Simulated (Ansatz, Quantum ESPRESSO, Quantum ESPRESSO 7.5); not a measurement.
## Evanescent states of NaI, rock salt type, lattice constant set to 6.431 Å

Wanted: the complex band structure of NaI, rock salt type, lattice constant set to 6.431 Å, as for a tunnel barrier.

Calculated with Quantum ESPRESSO 7.5; plane-wave DFT, LDA, PseudoDojo norm-conserving pseudopotentials (cross-check by Ansatz 0.2.0 with PAW datasets).

The structure was built from a prototype and need not be the compound's stable phase.

## Step 1: The starting structure

Symmetry: Fm-3m, No. 225, cubic system. The conventional cell has a = 6.431 Å, b = 6.431 Å, c = 6.431 Å, α = 90.00°, β = 90.00°, γ = 90.00°. Nearest to Na lie 6 I at 3.22 Å. Nearest to I lie 6 Na at 3.22 Å. Farther neighbours and most contacts between anions are not listed.

## Step 2: SCF with pw.x

pwcond needs a cell whose third axis lies along the current and stands perpendicular to the other two.

The input, scf.in:

```
&control
  prefix = 'scf'
  outdir = './out'
  pseudo_dir = './pseudo'
  calculation = 'scf'
  tprnfor = .true.
/
&system
  ibrav = 0
  nat = 4
  ntyp = 2
  ecutwfc = 76
  ecutrho = 304
  occupations = 'fixed'
  nbnd = 20
/
&electrons
  conv_thr = 1e-09
  mixing_beta = 0.6
  electron_maxstep = 120
/
ATOMIC_SPECIES
  Na  22.9898  Na.dojo-sr-lda-0.4.1-standard.upf
  I   126.9045  I.dojo-sr-lda-0.4.1-standard.upf
CELL_PARAMETERS angstrom
  4.54740370981069 0.00000000000000 0.00000000000000
  0.00000000000000 4.54740370981069 0.00000000000000
  0.00000000000000 0.00000000000000 6.43100000000000
ATOMIC_POSITIONS crystal
  Na  0.000000000000 0.000000000000 0.000000000000
  I   0.500000000000 0.500000000000 0.000000000000
  Na  0.500000000000 0.500000000000 0.500000000000
  I   0.000000000000 0.000000000000 0.500000000000
K_POINTS automatic
  6 6 4 0 0 0
```

On the command line:

```sh
OMP_NUM_THREADS=1 mpirun -n 2 pw.x -nk 2 -in scf.in > scf.out
```

What it wrote:

```text
Program PWSCF v.7.5 starts
[citation notice left out]

     Parallel version (MPI & OpenMP), running on       2 processor cores
     Number of MPI processes:                 2
     Threads/MPI process:                     1

     MPI processes distributed on     1 nodes
[...]
Current dimensions of program PWSCF are:
     Max number of different atomic species (ntypx) = 10
     Max number of k-points (npk) =  40000
     Max angular momentum in pseudopotentials (lmaxx) =  4
     Found identity + ( -0.5000 -0.5000 -0.5000) symmetry
     This is a supercell, fractional translations are disabled
     Message from routine setup:
     using ibrav=0 with symmetry is DISCOURAGED, use correct ibrav instead

     K-points division:     npool     =       2
     Subspace diagonalization in iterative solution of the eigenvalue problem:
     a serial algorithm will be used

     G-vector sticks info
     --------------------
     sticks:   dense  smooth     PW     G-vecs:    dense   smooth      PW
     Sum        1781    1781    505                80207    80207   12155

     Using Slab Decomposition

     bravais-lattice index     =            0
     lattice parameter (alat)  =       8.5933  a.u.
     unit-cell volume          =     897.4332 (a.u.)^3
     number of atoms/cell      =            4
     number of atomic types    =            2
     number of electrons       =        32.00
     number of Kohn-Sham states=           20
     kinetic-energy cutoff     =      76.0000  Ry
     charge density cutoff     =     304.0000  Ry
     scf convergence threshold =      1.0E-09
     mixing beta               =       0.6000
     number of iterations used =            8  plain     mixing
     Exchange-correlation= SLA  PW   NOGX NOGC
                           (   1   4   0   0   0   0   0)

     celldm(1)=   8.593348  celldm(2)=   0.000000  celldm(3)=   0.000000
     celldm(4)=   0.000000  celldm(5)=   0.000000  celldm(6)=   0.000000

     crystal axes: (cart. coord. in units of alat)
               a(1) = (   1.000000   0.000000   0.000000 )
               a(2) = (   0.000000   1.000000   0.000000 )
               a(3) = (   0.000000   0.000000   1.414214 )

     reciprocal axes: (cart. coord. in units 2 pi/alat)
               b(1) = (  1.000000  0.000000  0.000000 )
               b(2) = (  0.000000  1.000000  0.000000 )
               b(3) = (  0.000000  0.000000  0.707107 )

     PseudoPot. # 1 for Na read from file:
     ./pseudo/Na.dojo-sr-lda-0.4.1-standard.upf
     Pseudo is Norm-conserving, Zval =  9.0
     Generated using ONCVPSP code by D. R. Hamann
     Using radial grid of 1968 points,  4 beta functions with:
                l(1) =   0
                l(2) =   0
                l(3) =   1
                l(4) =   1

     PseudoPot. # 2 for I  read from file:
     ./pseudo/I.dojo-sr-lda-0.4.1-standard.upf
     Pseudo is Norm-conserving + core correction, Zval =  7.0
     Generated using ONCVPSP code by D. R. Hamann
     Using radial grid of 1182 points,  6 beta functions with:
                l(1) =   0
                l(2) =   0
                l(3) =   1
                l(4) =   1
                l(5) =   2
                l(6) =   2

     atomic species   valence    mass     pseudopotential
     Na                9.00    22.98980     Na( 1.00)
     I                 7.00   126.90450     I ( 1.00)

     16 Sym. Ops., with inversion, found

   Cartesian axes

     site n.     atom                  positions (alat units)
         1        Na     tau(   1) = (   0.0000000   0.0000000   0.0000000  )
         2        I      tau(   2) = (   0.5000000   0.5000000   0.0000000  )
         3        Na     tau(   3) = (   0.5000000   0.5000000   0.7071068  )
         4        I      tau(   4) = (   0.0000000   0.0000000   0.7071068  )

     number of k points=    30
                       cart. coord. in units 2pi/alat
        k(    1) = (   0.0000000   0.0000000   0.0000000), wk =   0.0138889
        k(    2) = (   0.0000000   0.0000000   0.1767767), wk =   0.0277778
        k(    3) = (   0.0000000   0.0000000  -0.3535534), wk =   0.0138889
        k(    4) = (   0.0000000   0.1666667   0.0000000), wk =   0.0555556
        k(    5) = (   0.0000000   0.1666667   0.1767767), wk =   0.1111111
        k(    6) = (   0.0000000   0.1666667  -0.3535534), wk =   0.0555556
        k(    7) = (   0.0000000   0.3333333   0.0000000), wk =   0.0555556
        k(    8) = (   0.0000000   0.3333333   0.1767767), wk =   0.1111111
        k(    9) = (   0.0000000   0.3333333  -0.3535534), wk =   0.0555556
        k(   10) = (   0.0000000  -0.5000000   0.0000000), wk =   0.0277778
[...]
k(   30) = (  -0.5000000  -0.5000000  -0.3535534), wk =   0.0138889

     Dense  grid:    80207 G-vectors     FFT dimensions: (  48,  48,  72)

     Estimated max dynamical RAM per process >     119.33 MB

     Estimated total dynamical RAM >     219.08 MB

     Initial potential from superposition of free atoms

     starting charge      31.9888, renormalised to      32.0000
     Starting wfcs are   18 randomized atomic wfcs +    2 random wfcs

     total cpu time spent up to now is        2.2 secs

     per-process dynamical memory:    95.2 Mb

     Self-consistent Calculation

     iteration #  1     ecut=    76.00 Ry     beta= 0.60
     Davidson diagonalization with overlap
     ethr =  1.00E-02,  avg # of iterations =  4.9

     Threshold (ethr) on eigenvalues was too large:
     Diagonalizing with lowered threshold

     Davidson diagonalization with overlap
     ethr =  1.05E-04,  avg # of iterations =  5.1

     total cpu time spent up to now is        8.6 secs

     total energy              =    -234.88078356 Ry
     estimated scf accuracy    <       0.03196746 Ry

     iteration #  2     ecut=    76.00 Ry     beta= 0.60
[...]
total energy              =    -234.88680926 Ry
     estimated scf accuracy    <       0.00175190 Ry

     iteration #  3     ecut=    76.00 Ry     beta= 0.60
[...]
total energy              =    -234.88690900 Ry
     estimated scf accuracy    <       0.00022437 Ry

     iteration #  4     ecut=    76.00 Ry     beta= 0.60
[...]
total energy              =    -234.88691647 Ry
     estimated scf accuracy    <       0.00000398 Ry

     iteration #  5     ecut=    76.00 Ry     beta= 0.60
[...]
total energy              =    -234.88691715 Ry
     estimated scf accuracy    <       0.00000015 Ry

     iteration #  6     ecut=    76.00 Ry     beta= 0.60
[...]
total energy              =    -234.88691719 Ry
     estimated scf accuracy    <       0.00000004 Ry

     iteration #  7     ecut=    76.00 Ry     beta= 0.60
[...]
End of self-consistent calculation

          k = 0.0000 0.0000 0.0000 ( 10021 PWs)   bands (ev):

   -48.2046 -48.2044 -20.7074 -20.7047 -20.7047 -20.7030 -20.7030 -20.7029
    -9.4839  -9.0733  -0.3182   0.9084   0.9084   1.6961   1.6961   1.6961
     5.0765   5.9806   7.0621   9.5419

          k = 0.0000 0.0000 0.1768 ( 10002 PWs)   bands (ev):

   -48.2045 -48.2044 -20.7068 -20.7045 -20.7045 -20.7036 -20.7031 -20.7031
    -9.4243  -9.1338  -0.1431   1.0074   1.0074   1.1847   1.5606   1.5606
     5.8174   6.3341   7.2710   8.8289

          k = 0.0000 0.0000-0.3536 ( 10050 PWs)   bands (ev):

   -48.2045 -48.2045 -20.7054 -20.7054 -20.7038 -20.7038 -20.7038 -20.7038
    -9.2795  -9.2795   0.3886   0.3886   1.2661   1.2661   1.2661   1.2661
     6.7960   6.7960   7.8854   9.1397

          k = 0.0000 0.1667 0.0000 ( 10022 PWs)   bands (ev):

   -48.2045 -48.2044 -20.7071 -20.7054 -20.7044 -20.7038 -20.7031 -20.7029
    -9.4307  -9.0707  -0.1932   0.5552   0.9788   1.1573   1.5651   1.6701
     5.7265   6.3861   7.6291   9.0511

          k = 0.0000 0.1667 0.1768 ( 10028 PWs)   bands (ev):

   -48.2045 -48.2044 -20.7071 -20.7048 -20.7047 -20.7042 -20.7031 -20.7029
    -9.3772  -9.1223  -0.1557   0.6942   0.7906   1.0679   1.5545   1.5943
     6.1670   6.7110   7.8071   8.9302

          k = 0.0000 0.1667-0.3536 ( 10040 PWs)   bands (ev):

   -48.2045 -48.2045 -20.7064 -20.7064 -20.7037 -20.7037 -20.7036 -20.7036
    -9.2489  -9.2489   0.1254   0.1254   1.2560   1.2560   1.2982   1.2982
     6.9991   6.9991   8.3561   8.3563

[...]
highest occupied, lowest unoccupied level (ev):     1.6961    5.0765

!    total energy              =    -234.88691720 Ry
     estimated scf accuracy    <          3.0E-10 Ry

     The total energy is the sum of the following terms:
     one-electron contribution =    -156.54033566 Ry
     hartree contribution      =      84.99525877 Ry
     xc contribution           =     -42.65579581 Ry
     ewald contribution        =    -120.68604451 Ry

     convergence has been achieved in   7 iterations

     Forces acting on atoms (cartesian axes, Ry/au):

     atom    1 type  1   force =     0.00000000    0.00000000    0.00000000
     atom    2 type  2   force =     0.00000000    0.00000000    0.00000000
     atom    3 type  1   force =     0.00000000    0.00000000    0.00000000
     atom    4 type  2   force =     0.00000000    0.00000000    0.00000000

     Total force =     0.000000     Total SCF correction =     0.000000

[...]
=------------------------------------------------------------------------------=
   JOB DONE.
=------------------------------------------------------------------------------=
```

Run time: 27 s. Hardware: 2 MPI ranks of Intel Xeon Platinum 8488C (Sapphire Rapids), shared host; peak memory 0.31 GiB.

Numbers from this step:

```
free energy                          : -3195.7993 eV
valence top, on the run's zero       : 1.696 eV
conduction bottom, on the run's zero : 5.076 eV
gap by band count                    : 3.380 eV
```

The program's own clock; routines nest. Time by routine:

```
     routine  wall time (s)  calls
       PWSCF          26.09      1
   electrons          23.52      1
     c_bands          20.28      8
     cegterg          17.21    120
       h_psi          15.15    570
    vloc_psi          12.87    570
        fftw          12.53  14580
    sum_band           3.09      8
    init_run           2.13      1
     wfcinit           1.33      1
      calbec           1.33    630
h_psi:calbec           1.15    570
  add_vuspsi           0.95    570
   init_us_2           0.83    270
```

The run needed 7 iterations to bring the estimated error under 1e-09 Ry.

[end of part 1 of 4]

[Logs are printed without paths, hosts, clocks, repeated set-up lines and the standing remarks that a program may print on its own settings, such as how far it seeks lower states.]

[Hosts, paths, dates, database ids (printed as entryN), source tags and the programs' standing remarks are cut or masked in the printed files.]

[Maps of the electrostatic potential energy from Ansatz leave out the sawtooth potential of an applied field or a dipole correction, so their vacuum need not be flat; planar profiles and work functions include it.]
